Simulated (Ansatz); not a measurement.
**YTi, from a guessed structure to a relaxed one**

This structure for YTi is made up. Its elements were placed in a known structure type with a cell scaled to their sizes. What cell does the guess relax to, and how far off was it?

Method: DFT, r2SCAN, plane-wave PAW, files of the set soft_1, scalar-relativistic, no spin, cell and ions relaxed at zero pressure; PAW set soft_1, in Ansatz 0.2.0.

## 1. The starting structure

Symmetry: Cmcm, No. 63, orthorhombic system. Conventional cell: a = 4.288 Å, b = 10.760 Å, c = 4.001 Å, α = 90.00°, β = 90.00°, γ = 90.00°. Y has 7 Ti at 3.01 to 3.14 Å nearest. Ti has 2 Ti at 2.57 Å and 7 Y at 3.01 to 3.14 Å nearest. Farther neighbours are not listed.

As a file:

```cif
data_structure
_symmetry_space_group_name_H-M 'Cmcm'
_symmetry_Int_Tables_number 63
_cell_length_a 4.2880
_cell_length_b 10.7600
_cell_length_c 4.0010
_cell_angle_alpha 90.000
_cell_angle_beta 90.000
_cell_angle_gamma 90.000
_cell_volume 184.60
loop_
_atom_site_label
_atom_site_type_symbol
_atom_site_symmetry_multiplicity
_atom_site_Wyckoff_symbol
_atom_site_fract_x
_atom_site_fract_y
_atom_site_fract_z
_atom_site_occupancy
Y1 Y 4 c 0.50000 0.36240 0.75000 1
Ti1 Ti 4 c 0.50000 0.07520 0.75000 1
```

## 2. Relaxation of the guess

The guessed cell has no reason to be at equilibrium. It is relaxed with the atoms, within the space group of the guess.

Contents of input.yaml:

```yaml
crystal:
  lattice:
    - [2.144, -5.38, 0.0]
    - [2.144, 5.38, 0.0]
    - [0.0, 0.0, 4.001]
  atoms:
    - { symbol: "Y", position: [0.1376, 0.8624, 0.25] }
    - { symbol: "Y", position: [0.8624, 0.1376, 0.75] }
    - { symbol: Ti, position: [0.4248, 0.5752, 0.25] }
    - { symbol: Ti, position: [0.5752, 0.4248, 0.75] }
kpoints:
  mp_grid: { grid: [7, 7, 7] }
scf:
  occupations: { method: fermi_dirac, width: 0.05 }
hamiltonian:
  xc: r2scan
  pseudopotentials: { kind: paw, azcp: { folder: soft_1 } }
relax:
  f_tol: 0.015
  max_steps: 70
  cell: {}
output:
  forces: true
  stress: true
```

Launch:

```sh
$ ansatz run input.yaml --threads 4 --pin off --max-ram 8192MiB --backend cpu --events-out ev --progress --plain --runs-dir out
```

Numbers of over 12 decimals in the logs are rounded to 6 here.

Log:

```text
Engine: ansatz 0.2.0, x86_64-unknown-linux-gnu
Pseudopotentials: kind: paw
Pseudopotential: Y, paw, valence charge 11, recommended cutoff 500 eV (meta_gga), soft_1/Y.paw.azcp
Pseudopotential: Ti, paw, valence charge 12, recommended cutoff 500 eV (meta_gga), soft_1/Ti.paw.azcp
Functional definition: r2SCAN
  parameter k0 = 0.174
  parameter k1 = 0.065
  parameter a1 = 4.9479
  exchange = r2scan_x(k0 = k0, k1 = k1, a1 = a1)
  correlation = r2scan_c
Crystal: 4 atoms, lattice volume = 92.301 Å³
Basis set: ecut = 500 eV, 2331 PW (Γ), exchange–correlation on 180×180×120 points (64 copies of the dense FFT grid, shifted against one another)
Bands: 28, of which v1, the nominal top of the filled ones, is band 23 counted from 1 (22 counted from 0)
Symmetry: 8 space group operations
Space group: Cmcm (ITA 63), of the structure as read, at distance tolerance 4.5e-5 Å
k-points: 64 of 343
Non-local potential: Y, projectors of the file, l = 0: 3, l = 1: 2, l = 2: 2, l = 3: 1
Non-local potential: Ti, projectors of the file, l = 0: 3, l = 1: 2, l = 2: 3, l = 3: 1
PAW form: soft (Blöchl's): semilocal exchange-correlation on the pseudo side does not see the compensation charge
PAW frozen core: Y, regenerated for the run's functional (the file was generated under x = pbe(κ = 0.804, μ = 0.219515), c = pbe(β = 0.066725))
PAW frozen core: Ti, regenerated for the run's functional (the file was generated under x = pbe(κ = 0.804, μ = 0.219515), c = pbe(β = 0.066725))
PAW one-centre angular grid: Y, 590 points (default); XC on 160 Gauss nodes
PAW one-centre angular grid: Ti, 590 points (default); XC on 160 Gauss nodes
Initial density: superposition of atomic densities (chi_scale 0.1, normalization cell, long waves kept (reshape's long-wave potential 0.00 eV rms))
Initial wavefunctions: pseudopotential atomic-orbital guess
Functional: x = r2scan, c = r2scan; τ floored in thin density (d = 2e-4 eV/Å³)
SCF iter   1: F=—  HF=-12726.791948 eV  |F-HF|=—  |Δ(HF+E_count)|=         —  Δρ=4.30e-2  dr2=3.52e0  dr2_τ=5.11e-2  ethr=3.10e-3  ⟨swp⟩=5.4  Hψ=6943  notcnv=0
preconditioner: auto → Kerker (q_TF=auto, 2.429 Å⁻¹)  [metal: Δε(μ)=0.007 eV  Ē_g=2.519 eV  σ=0.050 eV  W_gap=0.03  n_scr=26 (ndim 8)  ℏωp=14.5 eV  f_vac=0.000  D(μ)=5.38/eV (n_scr^D=46)]
SCF iter   2: F=—  HF=-12726.445976 eV  |F-HF|=—  |Δ(HF+E_count)|=   3.46e-1  Δρ=2.26e-2  dr2=1.83e0  dr2_τ=1.92e-2  ethr=3.10e-3  ⟨swp⟩=2.7  Hψ=3426  notcnv=0
SCF iter   3: F=—  HF=-12726.336625 eV  |F-HF|=—  |Δ(HF+E_count)|=   1.09e-1  Δρ=2.06e-2  dr2=5.67e-1  dr2_τ=4.66e-2  ethr=3.10e-3  ⟨swp⟩=2.4  Hψ=2575  notcnv=0
SCF iter   4: F=—  HF=-12726.279860 eV  |F-HF|=—  |Δ(HF+E_count)|=   5.68e-2  Δρ=2.93e-3  dr2=1.17e-2  dr2_τ=6.36e-4  ethr=1.23e-3  ⟨swp⟩=2.4  Hψ=2819  notcnv=0
SCF iter   5: F=—  HF=-12726.281382 eV  |F-HF|=—  |Δ(HF+E_count)|=   1.52e-3  Δρ=1.54e-3  dr2=3.95e-3  dr2_τ=1.01e-4  ethr=2.54e-5  ⟨swp⟩=2.0  Hψ=2636  notcnv=0
SCF iter   6: F=—  HF=-12726.281348 eV  |F-HF|=—  |Δ(HF+E_count)|=   3.33e-5  Δρ=3.93e-4  dr2=1.94e-4  dr2_τ=3.35e-6  ethr=8.59e-6  ⟨swp⟩=2.0  Hψ=2066  notcnv=0
SCF iter   7: F=—  HF=-12726.281375 eV  |F-HF|=—  |Δ(HF+E_count)|=   2.70e-5  Δρ=6.28e-5  dr2=3.85e-6  dr2_τ=2.43e-7  ethr=4.23e-7  ⟨swp⟩=2.2  Hψ=2367  notcnv=0
SCF iter   8: F=—  HF=-12726.281379 eV  |F-HF|=—  |Δ(HF+E_count)|=   4.17e-6  Δρ=1.66e-5  dr2=3.75e-7  dr2_τ=1.31e-8  ethr=8.37e-9  ⟨swp⟩=2.9  Hψ=3442  notcnv=0
SCF iter   9: F=-12726.281379 eV  HF=-12726.281379 eV  |F-HF|=3.45e-8  |Δ(HF+E_count)|=   5.56e-8  Δρ=5.49e-6  dr2=5.75e-8  dr2_τ=1.70e-9  ethr=2.17e-10  ⟨swp⟩=4.0  Hψ=5598  notcnv=0
SCF 1 converged in 9 iterations: F = -12726.281379 eV  dr2 = 5.75e-8
  greatest PAW one-centre occupation: 1.000 electrons in one spin orbital (limit 2), on the Ti atom at site 3 (counted from 0), in its partial waves of l = 0
relax step   1: F+E_penalty+E_count = -12726.28137946 eV  Δ(F+E_penalty+E_count) = +0.000e0 eV  max|allowed force component| = 2.699e-1 eV/Å  Δτ_max = 0.0000 Å  P = +7.746 GPa  Ω = 92.301 Å³  (9 SCF iters, dr2 threshold 1.00e-7 eV, accepted)
Crystal: 4 atoms, lattice volume = 104.447 Å³
Basis set: ecut = 500 eV, 2635 PW (Γ), exchange–correlation on 180×180×120 points (64 copies of the dense FFT grid, shifted against one another)
Initial density: handed on by an earlier stage of this run
Initial wavefunctions: those handed on with the density
iter 1 solved again at ethr=4.62e-4 eV; its pass at ethr=3.10e-3 eV (dr2=2.13e-1 eV) is discarded
SCF iter   1: F=—  HF=-12725.600912 eV  |F-HF|=—  |Δ(HF+E_count)|=         —  Δρ=1.09e-2  dr2=2.15e-1  dr2_τ=1.13e0  ethr=4.62e-4  ⟨swp⟩=1.0  Hψ=9956  notcnv=0
preconditioner: auto → Kerker (q_TF=auto, 2.380 Å⁻¹)  [metal: Δε(μ)=0.008 eV  Ē_g=2.170 eV  σ=0.050 eV  W_gap=0.04  n_scr=26 (ndim 8)  ℏωp=13.6 eV  f_vac=0.000  D(μ)=5.84/eV (n_scr^D=50)]
SCF iter   2: F=—  HF=-12726.617510 eV  |F-HF|=—  |Δ(HF+E_count)|=    1.02e0  Δρ=1.05e-2  dr2=2.06e-1  dr2_τ=1.09e-2  ethr=4.62e-4  ⟨swp⟩=3.0  Hψ=3797  notcnv=0
SCF iter   3: F=—  HF=-12726.601917 eV  |F-HF|=—  |Δ(HF+E_count)|=   1.56e-2  Δρ=3.47e-3  dr2=1.28e-2  dr2_τ=3.98e-4  ethr=4.47e-4  ⟨swp⟩=2.4  Hψ=2530  notcnv=0
SCF iter   4: F=—  HF=-12726.603475 eV  |F-HF|=—  |Δ(HF+E_count)|=   1.56e-3  Δρ=1.07e-3  dr2=1.01e-3  dr2_τ=1.63e-4  ethr=2.78e-5  ⟨swp⟩=2.0  Hψ=2402  notcnv=0
SCF iter   5: F=—  HF=-12726.603962 eV  |F-HF|=—  |Δ(HF+E_count)|=   4.88e-4  Δρ=3.44e-4  dr2=2.19e-4  dr2_τ=9.86e-6  ethr=2.21e-6  ⟨swp⟩=2.3  Hψ=3167  notcnv=0
SCF iter   6: F=—  HF=-12726.603973 eV  |F-HF|=—  |Δ(HF+E_count)|=   1.07e-5  Δρ=1.13e-4  dr2=2.84e-5  dr2_τ=5.94e-7  ethr=4.75e-7  ⟨swp⟩=2.0  Hψ=2190  notcnv=0
SCF iter   7: F=—  HF=-12726.603972 eV  |F-HF|=—  |Δ(HF+E_count)|=   1.23e-6  Δρ=3.62e-5  dr2=3.66e-6  dr2_τ=6.96e-8  ethr=6.17e-8  ⟨swp⟩=1.4  Hψ=1827  notcnv=0
SCF iter   8: F=—  HF=-12726.603971 eV  |F-HF|=—  |Δ(HF+E_count)|=   3.11e-7  Δρ=1.70e-5  dr2=7.31e-7  dr2_τ=1.45e-8  ethr=7.95e-9  ⟨swp⟩=1.4  Hψ=1840  notcnv=0
SCF iter   9: F=-12726.603971 eV  HF=-12726.603971 eV  |F-HF|=1.40e-7  |Δ(HF+E_count)|=   6.42e-8  Δρ=8.73e-6  dr2=1.81e-7  dr2_τ=4.02e-9  ethr=8.70e-10  ⟨swp⟩=4.0  Hψ=5469  notcnv=0
SCF 2 converged in 9 iterations: F = -12726.603971 eV  dr2 = 1.81e-7
relax step   2: F+E_penalty+E_count = -12726.60397118 eV  Δ(F+E_penalty+E_count) = -3.226e-1 eV  max|allowed force component| = 1.382e-2 eV/Å  Δτ_max = 0.0586 Å  P = +0.628 GPa  Ω = 104.447 Å³  energy of the carried Pulay correction = -4.382e-3 eV  (9 SCF iters, dr2 threshold 4.00e-7 eV, accepted)
Crystal: 4 atoms, lattice volume = 105.641 Å³
Basis set: ecut = 500 eV, 2675 PW (Γ), exchange–correlation on 180×180×120 points (64 copies of the dense FFT grid, shifted against one another)
iter 1 solved again at ethr=1.94e-6 eV; its pass at ethr=3.10e-3 eV (dr2=8.93e-4 eV) is discarded
SCF iter   1: F=—  HF=-12726.595303 eV  |F-HF|=—  |Δ(HF+E_count)|=         —  Δρ=8.60e-4  dr2=8.99e-4  dr2_τ=8.57e-3  ethr=1.94e-6  ⟨swp⟩=1.2  Hψ=9885  notcnv=0
preconditioner: auto → Kerker (q_TF=auto, 2.375 Å⁻¹)  [metal: Δε(μ)=0.011 eV  Ē_g=2.176 eV  σ=0.050 eV  W_gap=0.05  n_scr=26 (ndim 8)  ℏωp=13.5 eV  f_vac=0.000  D(μ)=5.60/eV (n_scr^D=46)]
SCF iter   2: F=—  HF=-12726.607578 eV  |F-HF|=—  |Δ(HF+E_count)|=   1.23e-2  Δρ=7.32e-4  dr2=9.86e-4  dr2_τ=5.54e-5  ethr=1.94e-6  ⟨swp⟩=2.0  Hψ=3482  notcnv=0
SCF iter   3: F=—  HF=-12726.607518 eV  |F-HF|=—  |Δ(HF+E_count)|=   6.00e-5  Δρ=2.85e-4  dr2=8.21e-5  dr2_τ=3.82e-6  ethr=1.94e-6  ⟨swp⟩=2.0  Hψ=2080  notcnv=0
SCF iter   4: F=—  HF=-12726.607530 eV  |F-HF|=—  |Δ(HF+E_count)|=   1.24e-5  Δρ=1.35e-4  dr2=2.91e-5  dr2_τ=2.25e-6  ethr=1.79e-7  ⟨swp⟩=2.1  Hψ=2000  notcnv=0
SCF iter   5: F=—  HF=-12726.607535 eV  |F-HF|=—  |Δ(HF+E_count)|=   4.39e-6  Δρ=3.15e-5  dr2=7.06e-7  dr2_τ=7.42e-8  ethr=6.34e-8  ⟨swp⟩=2.0  Hψ=2226  notcnv=0
SCF iter   6: F=-12726.607535 eV  HF=-12726.607535 eV  |F-HF|=7.86e-8  |Δ(HF+E_count)|=   4.00e-7  Δρ=1.33e-5  dr2=1.90e-7  dr2_τ=8.90e-9  ethr=8.70e-10  ⟨swp⟩=4.0  Hψ=6170  notcnv=0
SCF 3 converged in 6 iterations: F = -12726.607535 eV  dr2 = 1.90e-7
relax step   3: F+E_penalty+E_count = -12726.60753483 eV  Δ(F+E_penalty+E_count) = -3.564e-3 eV  max|allowed force component| = 1.568e-2 eV/Å  Δτ_max = 0.0051 Å  P = +0.046 GPa  Ω = 105.641 Å³  energy of the carried Pulay correction = -4.784e-3 eV  (6 SCF iters, dr2 threshold 4.00e-7 eV, accepted)
[...]
relax step   4: F+E_penalty+E_count = -12726.60866432 eV  Δ(F+E_penalty+E_count) = -1.129e-3 eV  max|allowed force component| = 2.988e-3 eV/Å  Δτ_max = 0.0093 Å  P = -0.094 GPa  Ω = 106.038 Å³  energy of the carried Pulay correction = -4.917e-3 eV  (7 SCF iters, dr2 threshold 1.30e-7 eV, accepted)
[...]
relax step   5: F+E_penalty+E_count = -12726.60983802 eV  Δ(F+E_penalty+E_count) = -1.174e-3 eV  max|allowed force component| = 1.169e-2 eV/Å  Δτ_max = 0.0139 Å  P = -0.144 GPa  Ω = 106.233 Å³  energy of the carried Pulay correction = -4.982e-3 eV  (7 SCF iters, dr2 threshold 1.41e-7 eV, accepted)
[...]
relax step   6: F+E_penalty+E_count = -12726.61032093 eV  Δ(F+E_penalty+E_count) = -4.829e-4 eV  max|allowed force component| = 1.217e-2 eV/Å  Δτ_max = 0.0019 Å  P = +0.013 GPa  Ω = 105.835 Å³  energy of the carried Pulay correction = -4.849e-3 eV  (7 SCF iters, dr2 threshold 1.14e-7 eV, accepted)
[...]
relax step   7: F+E_penalty+E_count = -12726.61037622 eV  Δ(F+E_penalty+E_count) = -5.529e-5 eV  max|allowed force component| = 7.762e-4 eV/Å  Δτ_max = 0.0024 Å  P = -0.001 GPa  Ω = 105.860 Å³  energy of the carried Pulay correction = -4.858e-3 eV  (7 SCF iters, dr2 threshold 2.16e-8 eV, accepted)
Initial wavefunctions: pseudopotential atomic-orbital guess (no wavefunctions were taken with the density)
iter 1 solved again at ethr=3.22e-7 eV; its pass at ethr=3.10e-3 eV (dr2=1.48e-4 eV) is discarded
SCF iter   1: F=—  HF=-12726.616240 eV  |F-HF|=—  |Δ(HF+E_count)|=         —  Δρ=3.40e-4  dr2=1.43e-5  dr2_τ=9.33e-5  ethr=3.22e-7  ⟨swp⟩=3.0  Hψ=11228  notcnv=0
preconditioner: auto → Kerker (q_TF=auto, 2.374 Å⁻¹)  [metal: Δε(μ)=0.003 eV  Ē_g=2.185 eV  σ=0.050 eV  W_gap=0.01  n_scr=26 (ndim 8)  ℏωp=13.5 eV  f_vac=0.000  D(μ)=5.56/eV (n_scr^D=44)]
SCF iter   2: F=—  HF=-12726.616296 eV  |F-HF|=—  |Δ(HF+E_count)|=   5.64e-5  Δρ=1.86e-4  dr2=6.18e-6  dr2_τ=5.10e-6  ethr=3.11e-8  ⟨swp⟩=2.6  Hψ=3090  notcnv=0
SCF iter   3: F=—  HF=-12726.616314 eV  |F-HF|=—  |Δ(HF+E_count)|=   1.75e-5  Δρ=8.31e-5  dr2=1.43e-5  dr2_τ=5.95e-7  ethr=1.34e-8  ⟨swp⟩=2.0  Hψ=3327  notcnv=0
SCF iter   4: F=—  HF=-12726.616312 eV  |F-HF|=—  |Δ(HF+E_count)|=   1.69e-6  Δρ=1.21e-5  dr2=9.99e-8  dr2_τ=2.92e-8  ethr=1.34e-8  ⟨swp⟩=2.0  Hψ=2174  notcnv=0
SCF iter   5: F=—  HF=-12726.616313 eV  |F-HF|=—  |Δ(HF+E_count)|=   1.21e-6  Δρ=5.10e-6  dr2=7.17e-8  dr2_τ=2.30e-9  ethr=2.17e-10  ⟨swp⟩=2.0  Hψ=3285  notcnv=0
SCF iter   6: F=—  HF=-12726.616313 eV  |F-HF|=—  |Δ(HF+E_count)|=   2.62e-9  Δρ=7.79e-7  dr2=1.22e-9  dr2_τ=5.68e-11  ethr=1.56e-10  ⟨swp⟩=2.0  Hψ=2055  notcnv=0
SCF iter   7: F=—  HF=-12726.616313 eV  |F-HF|=—  |Δ(HF+E_count)|=  6.31e-10  Δρ=2.31e-7  dr2=7.93e-11  dr2_τ=4.36e-12  ethr=2.66e-12  ⟨swp⟩=2.3  Hψ=2698  notcnv=0
SCF iter   8: F=-12726.616313 eV  HF=-12726.616313 eV  |F-HF|=0.00e0  |Δ(HF+E_count)|=  1.82e-11  Δρ=6.12e-8  dr2=5.20e-12  dr2_τ=3.08e-13  ethr=1.00e-12  ⟨swp⟩=4.0  Hψ=5533  notcnv=0
SCF 8 converged in 8 iterations: F = -12726.616313 eV  dr2 = 5.20e-12
relax step   8: F+E_penalty+E_count = -12726.61631321 eV  Δ(F+E_penalty+E_count) = -5.937e-3 eV  max|allowed force component| = 1.030e-3 eV/Å  Δτ_max = 0.0000 Å  P = +0.018 GPa  Ω = 105.860 Å³  stress off target by 2.72e-2 GPa  SCF on the basis re-selected at this cell (its energy is not comparable with the rows above)  (8 SCF iters)
basis re-selected at this cell: Δ(F+E_penalty+E_count) = -5.937e-3 eV, ΔP = +0.018 GPa vs the last step (what re-selecting the basis moved, of the pressure what is left beyond the Pulay correction that the steps carried, after the strain that the cell walked since its last selection, with what the two solves' SCF thresholds leave and, on support functions, any second-order correction that the steps lacked; it is no m [...]
SCF converged after 8 iterations
Free energy (F): -12726.616313 eV
Harris-Foulkes:  -12726.616313 eV  (|F-HF|=0.00e0)
Internal energy: -12726.571805 eV  (E = F + TS)
E sigma→0 (E₀):  -12726.594059 eV
Entropy (-TS):   -0.044508 eV (-11.127 meV/atom)
Fermi energy:    9.948908 eV
--- Per-component energies (eV) ---
  E_band       = -661.587137
  E_kinetic    = 1195.468707
  E_local      = -3612.224563  (includes V_loc(G=0)·N_el)
  E_nonlocal   = 174.920273
  E_hartree    = 1371.319550
  E_xc         = -569.293078
  E_vxc        = -778.754543  (∫ρ·V_xc dr)
  E_paw        = -7766.702106  (= ΣΔE_a)
  E_vpaw       = -429.799833  (= ΣTr[D̂ρ^β])
  E_aug_tail   = -0.000040  (compensation charges beyond the density's cutoff)
  E_vtau       = 46.163702  (kinetic-family band-sum trace: ∫τ·v_τ [+ j·A + Jᵃ·Aᵃ] dr)
  E_ewald      = -3519.245731
  E_core_change = -0.814818  (= ΣΔE_core)
  E_smearing   = -0.044508  (= −TS)
  E_closure    = -0.000000  (closes the sum)
  Σ components = -12726.616313   (vs F -12726.616313, Δ=0.00e0)
--- Forces (eV/Å), atoms counted from 1 ---
  atom   1  Y     -0.00000000     0.00008678    -0.00000000
  atom   2  Y      0.00000000    -0.00008678     0.00000000
  atom   3  Ti     0.00000000    -0.00102973    -0.00000000
  atom   4  Ti    -0.00000000     0.00102973     0.00000000
  max |Σ_I F_I| component: 1.73e-18 eV/Å
--- Stress (GPa, compression-positive) ---
        0.027169      -0.000000      -0.000000
       -0.000000       0.011232      -0.000000
       -0.000000      -0.000000       0.014230
  P = ⅓ Tr σ = 0.0175 GPa (0.175 kbar)
--- Relaxed structure (7 steps of the walk, 7 accepted, 1 SCFs on fresh bases) ---
  F+E_penalty+E_count = -12726.61631321 eV   max|allowed force component| = 1.030e-3 eV/Å   (the final SCF, on the basis selected at the relaxed cell)
  cell:  # Å, volume = 105.8602 Å³
    - [2.295923, -5.666084, 0.0]
    - [2.295923, 5.666084, 0.0]
    - [0.0, 0.0, 4.068765]
  atoms:
    - { symbol: Y, position: [0.129452, 0.870548, 0.250000] }
    - { symbol: Y, position: [0.870548, 0.129452, 0.75] }
    - { symbol: Ti, position: [0.429624, 0.570376, 0.250000] }
    - { symbol: Ti, position: [0.570376, 0.429624, 0.75] }
```

Run time: 35 s. Hardware: 4 threads of AMD EPYC 7B13 (Zen 3), shared host; peak memory 0.86 GiB.

The steps of the relaxation:

```csv
step,energy less that of the first step (eV),largest force component (eV/Å),pressure (GPa),volume (Å³)
1,0.0000,0.2699,7.75,92.30
2,-0.3226,0.0138,0.63,104.45
3,-0.3262,0.0157,0.05,105.64
4,-0.3273,0.0030,-0.09,106.04
5,-0.3285,0.0117,-0.14,106.23
6,-0.3289,0.0122,0.01,105.83
7,-0.3290,0.0008,0.00,105.86
8*,-0.3349,0.0010,0.02,105.86
```

Relaxation steps marked * repeat the geometry before them on a plane-wave basis chosen anew for their cell, so energy and pressure can jump there.

The run keeps the 8 symmetry operations that it works with, so distortions that break them were not tested.

```csv
"conventional cell, symmetrised",before,after,change
a (Å),4.288,4.592,+7.1 %
b (Å),10.760,11.332,+5.3 %
c (Å),4.001,4.069,+1.7 %
volume (Å³/atom),23.08,26.47,+14.7 %
```

The atoms that moved most (Å, as changes of fractional coordinates times the final cell):

```csv
atom,dx,dy,dz,length
Y1,0.000,0.092,0.000,0.092
Y2,0.000,-0.092,0.000,0.092
Ti3,0.000,-0.055,0.000,0.055
Ti4,0.000,0.055,0.000,0.055
```

Final coordinates:

```xyz
4
Lattice="2.2959 -5.6661 0.0000 2.2959 5.6661 0.0000 0.0000 0.0000 4.0688" Properties=species:S:1:pos:R:3 pbc="T T T"
Y     2.2959    4.1991    1.0172
Y     2.2959   -4.1991    3.0516
Ti    2.2959    0.7975    1.0172
Ti    2.2959   -0.7975    3.0516
```

Numbers from this step:

| Item | Value |
| --- | --- |
| free energy | -12726.6163 eV |
| energy at zero smearing | -12726.5941 eV |
| smearing term TS | 0.04451 eV |
| Fermi energy | 9.949 eV |
| electrons | 46 |
| symmetry operations | 8 |
| pressure | 0.01754 GPa |

Shortest distances by pair of elements, guess and relaxed (not always the same contact):

```csv
pair,guess (Å),relaxed (Å)
Ti–Ti,2.573,2.585
Ti–Y,3.008,3.140
Y–Y,3.574,3.570
```

The relaxation ends with a largest force component of 0.0010 eV/Å and a pressure of 0.02 GPa.

## 3. What came out

| Property | Result |
| --- | --- |
| space group, relaxed | Cmcm |
| conventional cell | a = 4.592, b = 11.332, c = 4.069 Å; α = 90.0°, β = 90.0°, γ = 90.0° |
| volume per atom | 26.47 Å³ (guess 23.08) |

What this shows: YTi relaxes to Cmcm with a = 4.592, b = 11.332 and c = 4.069 Å. The guessed volume was 13 % too small. The space group Cmcm was held in the relaxation, so the end point is a stationary structure within it and may be a saddle against distortions or other arrangements. Mesh and cutoff weren't tested. No dispersion term is used, so weakly bound directions may come out too long. The runs have no spin, and magnetism wasn't tested. Nothing here tests whether the compound is stable against decomposition.

[Logs are printed without paths, hosts, clocks, repeated set-up lines and the standing remarks that a program may print on its own settings, such as how far it seeks lower states.]

[Hosts, paths, dates, database ids (printed as entryN), source tags and the programs' standing remarks are cut or masked in the printed files.]
